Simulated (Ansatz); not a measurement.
**GaAs (F-43m): zone-centre modes under pressure**

Wanted: Grüneisen parameters and pressure coefficients of the modes of GaAs (F-43m).

Calculated with Ansatz 0.2.0; DFT r2SCAN, scalar-relativistic, plane waves, PAW; PAW set soft_1.

## (1) The starting structure

Symmetry: F-43m, No. 216, cubic system. Conventional cell: a = 5.654 Å, b = 5.654 Å, c = 5.654 Å, α = 90.00°, β = 90.00°, γ = 90.00°. Nearest to Ga lie 4 As at 2.45 Å. As has 4 Ga at 2.45 Å nearest. Farther neighbours are not listed.

## (2) Bringing the structure to rest

Harmonic phonons are second derivatives at a point where the forces vanish, and they are wanted at zero stress, so atoms and cell are relaxed first.

The input, input.yaml:

```yaml
crystal:
  lattice:
    - [0.0, 2.82685, 2.82685]
    - [2.82685, 0.0, 2.82685]
    - [2.82685, 2.82685, 0.0]
  atoms:
    - { symbol: Ga, position: [0.0, 0.0, 0.0] }
    - { symbol: As, position: [0.75, 0.75, 0.75] }
kpoints:
  mp_grid: { grid: [8, 8, 8] }
hamiltonian:
  xc: r2scan
  pseudopotentials: { kind: paw, azcp: { folder: soft_1 } }
scf:
  occupations: { method: gaussian, width: 0.02 }
output:
  forces: true
  stress: true
  eigenvalues: true
  write_density: true
  write_potential: true
  elf: true
  volumetric_format: npy
relax:
  adjacent_minimum: "off"
  f_tol: 0.005
  max_steps: 80
  cell: { stress_tol: 0.05 }
```

Launch:

```sh
> ansatz run input.yaml --threads 4 --pin off --max-ram 10240MiB --backend cpu --events-out ev --progress --plain --runs-dir out
```

Numbers of over 12 decimals in the logs are rounded to 6 here.

What it wrote:

```text
Engine: ansatz 0.2.0, x86_64-unknown-linux-gnu
Pseudopotentials: kind: paw
Pseudopotential: Ga, paw, valence charge 13, recommended cutoff 500 eV (meta_gga), soft_1/Ga.paw.azcp
Pseudopotential: As, paw, valence charge 15, recommended cutoff 500 eV (meta_gga), soft_1/As.paw.azcp
Functional definition: r2SCAN
  parameter k0 = 0.174
  parameter k1 = 0.065
  parameter a1 = 4.9479
  exchange = r2scan_x(k0 = k0, k1 = k1, a1 = a1)
  correlation = r2scan_c
Crystal: 2 atoms, lattice volume = 45.179 Å³
Basis set: ecut = 500 eV, 1139 PW (Γ), exchange–correlation on 120×120×120 points (64 copies of the dense FFT grid, shifted against one another)
Bands: 18, of which v1, the nominal top of the filled ones, is band 14 counted from 1 (13 counted from 0)
Symmetry: 24 space group operations
Space group: F-43m (ITA 216), of the structure as read, at distance tolerance 3.6e-5 Å
k-points: 29 of 512 (time reversal used)
Non-local potential: Ga, projectors of the file, l = 0: 2, l = 1: 2, l = 2: 3, l = 3: 1
Non-local potential: As, projectors of the file, l = 0: 2, l = 1: 2, l = 2: 3, l = 3: 1
PAW form: soft (Blöchl's): semilocal exchange-correlation on the pseudo side does not see the compensation charge
PAW frozen core: Ga, regenerated for the run's functional (the file was generated under x = pbe(κ = 0.804, μ = 0.219515), c = pbe(β = 0.066725))
PAW frozen core: As, regenerated for the run's functional (the file was generated under x = pbe(κ = 0.804, μ = 0.219515), c = pbe(β = 0.066725))
PAW one-centre angular grid: Ga, 590 points (default); XC on 160 Gauss nodes
PAW one-centre angular grid: As, 590 points (default); XC on 160 Gauss nodes
Initial density: superposition of atomic densities (chi_scale 0.1, normalization cell, long waves kept (reshape's long-wave potential 0.00 eV rms))
Initial wavefunctions: pseudopotential atomic-orbital guess
Functional: x = r2scan, c = r2scan; τ floored in thin density (d = 2e-4 eV/Å³)
iter 1 solved again at ethr=2.01e-3 eV; its pass at ethr=3.10e-3 eV (dr2=5.64e-1 eV) is discarded
SCF iter   1: F=—  HF=-8655.767531 eV  |F-HF|=—  |Δ(HF+E_count)|=         —  Δρ=4.91e-2  dr2=5.68e-1  dr2_τ=5.62e-3  ethr=2.01e-3  ⟨swp⟩=1.0  Hψ=3221  notcnv=0
preconditioner: auto → none  [insulator: Δε(μ)=0.838 eV  Ē_g=16.585 eV  σ=0.020 eV  W_gap=1.00  n_scr=14 (ndim 8)  ℏωp=23.4 eV  f_vac=0.001  D(μ)=0.00/eV (n_scr^D=0)  ε∞_Penn≈3.0]
SCF iter   2: F=—  HF=-8655.765377 eV  |F-HF|=—  |Δ(HF+E_count)|=   2.15e-3  Δρ=2.15e-2  dr2=1.07e-1  dr2_τ=6.55e-4  ethr=2.01e-3  ⟨swp⟩=3.2  Hψ=907  notcnv=0
SCF iter   3: F=—  HF=-8655.780334 eV  |F-HF|=—  |Δ(HF+E_count)|=   1.50e-2  Δρ=7.27e-3  dr2=1.34e-2  dr2_τ=1.45e-4  ethr=3.81e-4  ⟨swp⟩=2.1  Hψ=901  notcnv=0
SCF iter   4: F=—  HF=-8655.769662 eV  |F-HF|=—  |Δ(HF+E_count)|=   1.07e-2  Δρ=7.92e-4  dr2=1.08e-4  dr2_τ=3.74e-6  ethr=4.80e-5  ⟨swp⟩=3.0  Hψ=979  notcnv=0
SCF iter   5: F=—  HF=-8655.769703 eV  |F-HF|=—  |Δ(HF+E_count)|=   4.05e-5  Δρ=3.02e-4  dr2=1.63e-5  dr2_τ=4.97e-7  ethr=3.85e-7  ⟨swp⟩=2.0  Hψ=928  notcnv=0
SCF iter   6: F=—  HF=-8655.769711 eV  |F-HF|=—  |Δ(HF+E_count)|=   8.32e-6  Δρ=5.51e-5  dr2=6.17e-7  dr2_τ=1.02e-8  ethr=5.81e-8  ⟨swp⟩=2.4  Hψ=878  notcnv=0
SCF iter   7: F=-8655.769712 eV  HF=-8655.769712 eV  |F-HF|=1.74e-8  |Δ(HF+E_count)|=   5.18e-7  Δρ=8.86e-6  dr2=2.84e-8  dr2_τ=8.73e-10  ethr=3.57e-10  ⟨swp⟩=9.3  Hψ=3937  notcnv=0
SCF 1 converged in 7 iterations: F = -8655.769712 eV  dr2 = 2.84e-8
  greatest PAW one-centre occupation: 0.999 electrons in one spin orbital (limit 2), on the As atom at site 1 (counted from 0), in its partial waves of l = 2
relax step   1: F+E_penalty+E_count = -8655.76971176 eV  Δ(F+E_penalty+E_count) = +0.000e0 eV  max|allowed force component| = 6.505e-18 eV/Å  Δτ_max = 0.0000 Å  P = +0.454 GPa  Ω = 45.179 Å³  (7 SCF iters, dr2 threshold 1.00e-7 eV, accepted)
Crystal: 2 atoms, lattice volume = 45.420 Å³
Initial density: handed on by an earlier stage of this run
Initial wavefunctions: those handed on with the density
iter 1 solved again at ethr=1.13e-7 eV; its pass at ethr=3.10e-3 eV (dr2=3.17e-5 eV) is discarded
SCF iter   1: F=—  HF=-8655.769790 eV  |F-HF|=—  |Δ(HF+E_count)|=         —  Δρ=2.14e-4  dr2=2.99e-5  dr2_τ=4.77e-5  ethr=1.13e-7  ⟨swp⟩=2.1  Hψ=3001  notcnv=0
preconditioner: auto → none  [insulator: Δε(μ)=0.984 eV  Ē_g=16.177 eV  σ=0.020 eV  W_gap=1.00  n_scr=14 (ndim 8)  ℏωp=23.4 eV  f_vac=0.084  D(μ)=0.00/eV (n_scr^D=0)  ε∞_Penn≈3.1]
SCF iter   2: F=—  HF=-8655.770038 eV  |F-HF|=—  |Δ(HF+E_count)|=   2.47e-4  Δρ=1.47e-4  dr2=1.27e-5  dr2_τ=7.17e-8  ethr=1.07e-7  ⟨swp⟩=2.0  Hψ=803  notcnv=0
SCF iter   3: F=—  HF=-8655.770036 eV  |F-HF|=—  |Δ(HF+E_count)|=   1.22e-6  Δρ=6.94e-5  dr2=1.58e-6  dr2_τ=3.26e-8  ethr=4.52e-8  ⟨swp⟩=2.0  Hψ=783  notcnv=0
SCF iter   4: F=-8655.770036 eV  HF=-8655.770036 eV  |F-HF|=8.95e-8  |Δ(HF+E_count)|=   1.26e-7  Δρ=2.00e-5  dr2=1.86e-7  dr2_τ=3.81e-9  ethr=7.14e-10  ⟨swp⟩=6.2  Hψ=3377  notcnv=0
SCF 2 converged in 4 iterations: F = -8655.770036 eV  dr2 = 1.86e-7
relax step   2: F+E_penalty+E_count = -8655.77003640 eV  Δ(F+E_penalty+E_count) = -3.246e-4 eV  max|allowed force component| = 5.855e-18 eV/Å  Δτ_max = 0.0000 Å  P = +0.060 GPa  Ω = 45.420 Å³  energy of the carried Pulay correction = -6.063e-5 eV  (4 SCF iters, dr2 threshold 2.00e-7 eV, accepted)
Crystal: 2 atoms, lattice volume = 45.457 Å³
iter 1 solved again at ethr=3.94e-9 eV; its pass at ethr=3.10e-3 eV (dr2=1.10e-6 eV) is discarded
SCF iter   1: F=—  HF=-8655.770029 eV  |F-HF|=—  |Δ(HF+E_count)|=         —  Δρ=3.94e-5  dr2=1.02e-6  dr2_τ=1.11e-6  ethr=3.94e-9  ⟨swp⟩=2.0  Hψ=2990  notcnv=0
preconditioner: auto → none  [insulator: Δε(μ)=0.971 eV  Ē_g=16.177 eV  σ=0.020 eV  W_gap=1.00  n_scr=14 (ndim 8)  ℏωp=23.4 eV  f_vac=0.083  D(μ)=0.00/eV (n_scr^D=0)  ε∞_Penn≈3.1]
SCF iter   2: F=—  HF=-8655.770034 eV  |F-HF|=—  |Δ(HF+E_count)|=   5.42e-6  Δρ=2.22e-5  dr2=2.67e-7  dr2_τ=2.56e-9  ethr=3.64e-9  ⟨swp⟩=2.0  Hψ=783  notcnv=0
SCF iter   3: F=—  HF=-8655.770034 eV  |F-HF|=—  |Δ(HF+E_count)|=   1.19e-8  Δρ=1.22e-5  dr2=4.77e-8  dr2_τ=7.49e-10  ethr=9.54e-10  ⟨swp⟩=2.0  Hψ=783  notcnv=0
SCF iter   4: F=-8655.770034 eV  HF=-8655.770034 eV  |F-HF|=1.81e-9  |Δ(HF+E_count)|=   2.17e-8  Δρ=3.94e-6  dr2=3.78e-9  dr2_τ=1.07e-10  ethr=3.25e-11  ⟨swp⟩=5.0  Hψ=2973  notcnv=0
SCF 3 converged in 4 iterations: F = -8655.770034 eV  dr2 = 3.78e-9
relax step   3: F+E_penalty+E_count = -8655.77003419 eV  Δ(F+E_penalty+E_count) = +2.208e-6 eV  max|allowed force component| = 1.348e-17 eV/Å  Δτ_max = 0.0000 Å  P = +0.001 GPa  Ω = 45.457 Å³  energy of the carried Pulay correction = -6.996e-5 eV  (4 SCF iters, dr2 threshold 9.11e-9 eV, accepted)
Initial wavefunctions: pseudopotential atomic-orbital guess (no wavefunctions were taken with the density)
iter 1 solved again at ethr=8.93e-8 eV; its pass at ethr=3.10e-3 eV (dr2=2.50e-5 eV) is discarded
SCF iter   1: F=—  HF=-8655.770116 eV  |F-HF|=—  |Δ(HF+E_count)|=         —  Δρ=1.17e-5  dr2=2.36e-8  dr2_τ=6.10e-9  ethr=8.93e-8  ⟨swp⟩=3.0  Hψ=3878  notcnv=0
preconditioner: auto → none  [insulator: Δε(μ)=0.970 eV  Ē_g=16.178 eV  σ=0.020 eV  W_gap=1.00  n_scr=14 (ndim 8)  ℏωp=23.4 eV  f_vac=0.083  D(μ)=0.00/eV (n_scr^D=0)  ε∞_Penn≈3.1]
SCF iter   2: F=—  HF=-8655.770116 eV  |F-HF|=—  |Δ(HF+E_count)|=   6.41e-7  Δρ=5.68e-6  dr2=5.60e-9  dr2_τ=1.96e-10  ethr=8.43e-11  ⟨swp⟩=2.0  Hψ=927  notcnv=0
SCF iter   3: F=—  HF=-8655.770116 eV  |F-HF|=—  |Δ(HF+E_count)|=   4.25e-9  Δρ=7.53e-7  dr2=1.96e-10  dr2_τ=5.68e-12  ethr=2.00e-11  ⟨swp⟩=2.0  Hψ=650  notcnv=0
SCF iter   4: F=—  HF=-8655.770116 eV  |F-HF|=—  |Δ(HF+E_count)|=  1.13e-10  Δρ=3.02e-7  dr2=2.39e-11  dr2_τ=2.81e-13  ethr=1.00e-12  ⟨swp⟩=6.0  Hψ=2347  notcnv=0
SCF iter   5: F=-8655.770116 eV  HF=-8655.770116 eV  |F-HF|=1.82e-12  |Δ(HF+E_count)|=  1.27e-11  Δρ=6.95e-8  dr2=3.65e-12  dr2_τ=2.21e-14  ethr=1.00e-12  ⟨swp⟩=5.3  Hψ=2135  notcnv=0
SCF 4 converged in 5 iterations: F = -8655.770116 eV  dr2 = 3.65e-12
relax step   4: F+E_penalty+E_count = -8655.77011574 eV  Δ(F+E_penalty+E_count) = -8.155e-5 eV  max|allowed force component| = 1.279e-17 eV/Å  Δτ_max = 0.0000 Å  P = +0.002 GPa  Ω = 45.457 Å³  stress off target by 1.94e-3 GPa  SCF on the basis re-selected at this cell (its energy is not comparable with the rows above)  (5 SCF iters)
basis re-selected at this cell: Δ(F+E_penalty+E_count) = -8.155e-5 eV, ΔP = +0.001 GPa vs the last step (what re-selecting the basis moved, of the pressure what is left beyond the Pulay correction that the steps carried, after the strain that the cell walked since its last selection, with what the two solves' SCF thresholds leave and, on support functions, any second-order correction that the steps lacked; it is no m [...]
SCF converged after 5 iterations
Free energy (F): -8655.770116 eV
Harris-Foulkes:  -8655.770116 eV  (|F-HF|=1.82e-12)
Internal energy: -8655.770116 eV  (E = F + TS)
E sigma→0 (E₀):  -8655.770116 eV
Fermi energy:    8.079623 eV
--- Per-component energies (eV) ---
  E_band       = -340.435047
  E_kinetic    = 208.812153
  E_local      = -3669.955225  (includes V_loc(G=0)·N_el)
  E_nonlocal   = -484.143706
  E_hartree    = 2139.627813
  E_xc         = -123.549484
  E_vxc        = -135.917371  (∫ρ·V_xc dr)
  E_paw        = -4031.241080  (= ΣΔE_a)
  E_vpaw       = -545.611572  (= ΣTr[D̂ρ^β])
  E_aug_tail   = 0.000052  (compensation charges beyond the density's cutoff)
  E_vtau       = 7.125010  (kinetic-family band-sum trace: ∫τ·v_τ [+ j·A + Jᵃ·Aᵃ] dr)
  E_ewald      = -2693.210179
  E_core_change = -2.110460  (= ΣΔE_core)
  E_smearing   = -0.000000  (= −TS)
  E_closure    = -0.000000  (closes the sum)
  Σ components = -8655.770116   (vs F -8655.770116, Δ=0.00e0)
--- Forces (eV/Å), atoms counted from 1 ---
  atom   1  Ga    -0.00000000    -0.00000000    -0.00000000
  atom   2  As     0.00000000     0.00000000     0.00000000
  max |Σ_I F_I| component: 2.07e-17 eV/Å
--- Stress (GPa, compression-positive) ---
        0.001944      -0.000000      -0.000000
        0.000000       0.001944       0.000000
        0.000000       0.000000       0.001944
  P = ⅓ Tr σ = 0.0019 GPa (0.019 kbar)
--- Band table (eV; the first three rows and the last of 29) ---
  k-point 0: bands = [... 10 lower, -5.5645, 7.5945, 7.5945, 7.5945, 8.5643, 11.6458, 11.6458, 11.6458]
  k-point 1: bands = [... 10 lower, -5.3736, 5.6877, 7.3545, 7.3545, 9.5535, 12.0043, 12.0043, 12.1603]
  k-point 2: bands = [... 10 lower, -4.8423, 3.4219, 6.9004, 6.9004, 9.4111, 12.5442, 12.5442, 14.0293]
  k-point 28: bands = [... 10 lower, -2.9086, 0.8395, 3.9840, 4.1918, 12.6009, 12.6619, 13.4951, 14.0879]
--- Relaxed structure (3 steps of the walk, 3 accepted, 1 SCFs on fresh bases) ---
  F+E_penalty+E_count = -8655.77011574 eV   max|allowed force component| = 1.279e-17 eV/Å   (the final SCF, on the basis selected at the relaxed cell)
  cell:  # Å, volume = 45.4574 Å³
    - [0, 2.832641, 2.832641]
    - [2.832641, 0, 2.832641]
    - [2.832641, 2.832641, 0]
  atoms:
    - { symbol: Ga, position: [0, 0, 0] }
    - { symbol: As, position: [0.75, 0.75, 0.75] }
```

Wall time 2.2 s (4 threads of AMD EPYC 9B45 (Zen 5), shared host); peak memory 0.54 GiB; 7.6 s of CPU time.

Step by step:

```tsv
step	energy less that of the first step (eV)	largest force component (eV/Å)	pressure (GPa)	volume (Å³)
1	0.0000	0.0000	0.45	45.18
2	-0.0003	0.0000	0.06	45.42
3	-0.0003	0.0000	0.00	45.46
4*	-0.0004	0.0000	0.00	45.46
```

Relaxation steps marked * repeat the geometry before them on a plane-wave basis chosen anew for their cell, so energy and pressure can jump there.

The run keeps the 24 symmetry operations that it works with, so distortions that break them were not tested.

```tsv
conventional cell, symmetrised	before	after	change
a (Å)	5.654	5.665	+0.2 %
b (Å)	5.654	5.665	+0.2 %
c (Å)	5.654	5.665	+0.2 %
volume (Å³/atom)	22.59	22.73	+0.6 %
```

The relaxed structure:

```cif
data_structure
_symmetry_space_group_name_H-M 'P 1'
_symmetry_Int_Tables_number 1
_cell_length_a 4.0060
_cell_length_b 4.0060
_cell_length_c 4.0060
_cell_angle_alpha 60.000
_cell_angle_beta 60.000
_cell_angle_gamma 60.000
_cell_volume 45.46
loop_
_atom_site_label
_atom_site_type_symbol
_atom_site_fract_x
_atom_site_fract_y
_atom_site_fract_z
_atom_site_occupancy
Ga1 Ga 0.00000 0.00000 0.00000 1
As2 As 0.75000 0.75000 0.75000 1
```

This step gave:

```yaml
pressure: 0.001944 GPa
gap_on_the_k_mesh: 0.9699 eV
volume_per_atom: 22.73 Å³
```

Valence density in the ac plane of a cell with a along [110], b along [-110] and c along [001] of the cube at fractional y = 0.000, with atoms of Ga and As within 0.2 Å of it. It is the smooth field of the valence electrons, not physical close to the nuclei.

Ten steps, logarithmic in the rise over the least value, from '_' (0 e/Å³) to '@' (34 e/Å³), each cell a mean:
```
%%++::__________..--##%%++::__________..--##
==::..____________..--==::..____________..--
....________________......________________..
____________________________________________
____________________________________________
____________________________________________
____________________________________________
____________________________________________
______....::....____________....::....______
______..--++==::..__________..--++==::..____
____..::**@@%%==..________..::**@@%%==..____
__....::**@@%%==::..____....::**@@%%==::..__
::....::--++==::::....::....::--++==::::....
**--::....::::....::++**--::....::::....::++
@@**::............==%%@@**::............==%%
```
Columns run along a (8.0 Å), rows up along c (5.7 Å), edges of the conventional cell, whose origin can differ from the input's. Atoms in or near the plane, at fractional coordinates: Ga at (0.50, 0.00), Ga at (0.00, 0.00), As at (0.75, 0.25), As at (0.25, 0.25).

Electrostatic potential energy in the ac plane of a cell with a along [110], b along [-110] and c along [001] of the cube at fractional y = 0.000, with atoms of Ga and As within 0.2 Å of it. With pseudopotentials it is smooth inside the atoms' cores, unlike the true potential.

Ten even steps from '_' (-7 eV) to '@' (42 eV), each cell a mean:
```
@@++..::--------..::%%@@++..::--------..::%%
--....----------::..::--....----------::..::
..::::------------::....::::------------::..
--------------------------------------------
--------------------------------------------
--------------------------------------------
--------------------------------------------
--------------------------------------------
------::..__..::------------::..__..::------
------..__..____::----------..__..____::----
----::__--%%++__..--------::__--%%++__..----
::::::__--%%**__..::::::::::__--%%**__..::::
....::____....__..........::____....__......
**--..::..____......++**--..::..____......++
@@**..::------::..--@@@@**..::------::..--@@
```
Columns run along a (8.0 Å; values clipped at the 3rd and 97th percentile), rows up along c (5.7 Å), edges of the conventional cell, whose origin can differ from the input's. Atoms in or near the plane, at fractional coordinates: Ga at (0.50, 0.00), Ga at (0.00, 0.00), As at (0.75, 0.25), As at (0.25, 0.25).

ELF in the ac plane of a cell with a along [110], b along [-110] and c along [001] of the cube at fractional y = 0.000, with atoms of Ga and As within 0.2 Å of it. It is the smooth field of the valence electrons, not physical close to the nuclei.

Values, 8 rows by 16 columns, each cell a mean:
```
0.10 0.21 0.25 0.21 0.19 0.25 0.23 0.13 0.10 0.21 0.25 0.21 0.19 0.25 0.23 0.13
0.25 0.21 0.11 0.03 0.02 0.07 0.18 0.24 0.25 0.21 0.11 0.03 0.02 0.07 0.18 0.24
0.10 0.06 0.03 0.02 0.03 0.02 0.05 0.09 0.10 0.06 0.03 0.02 0.03 0.02 0.05 0.09
0.02 0.03 0.12 0.25 0.28 0.16 0.05 0.02 0.02 0.03 0.12 0.25 0.28 0.16 0.05 0.02
0.03 0.20 0.49 0.61 0.61 0.55 0.31 0.06 0.03 0.20 0.49 0.61 0.61 0.55 0.31 0.06
0.19 0.51 0.60 0.29 0.21 0.53 0.59 0.27 0.19 0.51 0.60 0.29 0.21 0.53 0.59 0.27
0.27 0.55 0.73 0.41 0.32 0.66 0.67 0.33 0.27 0.55 0.73 0.41 0.32 0.66 0.67 0.33
0.09 0.23 0.57 0.65 0.62 0.64 0.33 0.09 0.09 0.23 0.57 0.65 0.62 0.64 0.33 0.09
```
Columns run along a (8.0 Å), rows up along c (5.7 Å), edges of the conventional cell, whose origin can differ from the input's. Atoms in or near the plane, at fractional coordinates: Ga at (0.50, 0.00), Ga at (0.00, 0.00), As at (0.75, 0.25), As at (0.25, 0.25).

In this step the volume went from 22.59 to 22.73 Å³/atom.

## (3) Tight relaxation

A first tight relaxation and response on 8×8×8 k points, not shown, drew a warning on the mesh, so the tight relaxation is repeated on 16×16×16 points.

The input, input.yaml:

```yaml
crystal:
  lattice:
    - [0.0, 2.8326413966, 2.8326413966]
    - [2.8326413966, 0.0, 2.8326413966]
    - [2.8326413966, 2.8326413966, 0.0]
  atoms:
    - { symbol: Ga, position: [0.0, 0.0, 0.0] }
    - { symbol: As, position: [0.75, 0.75, 0.75] }
kpoints:
  mp_grid: { grid: [16, 16, 16] }
hamiltonian:
  xc: r2scan
  pseudopotentials: { kind: paw, azcp: { folder: soft_1 } }
scf:
  occupations: { method: fixed }
output:
  forces: true
  stress: true
  eigenvalues: true
relax:
  adjacent_minimum: "off"
  f_tol: 0.001
  max_steps: 60
  cell: { stress_tol: 0.01 }
```

What it wrote:

```text
[...]
Crystal: 2 atoms, lattice volume = 45.457 Å³
Basis set: ecut = 500 eV, 1139 PW (Γ), exchange–correlation on 120×120×120 points (64 copies of the dense FFT grid, shifted against one another)
Bands: 18, of which v1, the nominal top of the filled ones, is band 14 counted from 1 (13 counted from 0)
Symmetry: 24 space group operations
[...]
k-point 144: bands = [... 10 lower, -2.9137, 0.8363, 3.9804, 4.1884, 12.5948, 12.6574, 13.4899, 14.0837]
--- Relaxed structure (2 steps of the walk, 2 accepted, 1 SCFs on fresh bases) ---
[...]
cell:  # Å, volume = 45.4696 Å³
    - [0, 2.832894, 2.832894]
    - [2.832894, 0, 2.832894]
    - [2.832894, 2.832894, 0]
  atoms:
    - { symbol: Ga, position: [0, 0, 0] }
    - { symbol: As, position: [0.750000, 0.750000, 0.750000] }
[key lines of the parts left out:]
SCF converged after 5 iterations
Free energy (F): -8655.773798 eV
Fermi energy:    7.589201 eV
P = ⅓ Tr σ = 0.0030 GPa (0.030 kbar)
```

Wall time 5.5 s (4 threads); peak memory 0.68 GiB.

Little changed from the start: no atom moved by 0.005 Å and no cell edge by 0.1 %.

Numbers from this step:

- pressure: 0.003000 GPa
- gap on the k-mesh: 0.9680 eV

The forces vanish by symmetry and the pressure is 0.003 GPa, within the tolerances set. The cell now holds 22.73 Å³/atom.

(Part 1 of 3 ends here.)

[Logs are printed without paths, hosts, clocks, repeated set-up lines and the standing remarks that a program may print on its own settings, such as how far it seeks lower states.]

[Hosts, paths, dates, database ids (printed as entryN), source tags and the programs' standing remarks are cut or masked in the printed files.]
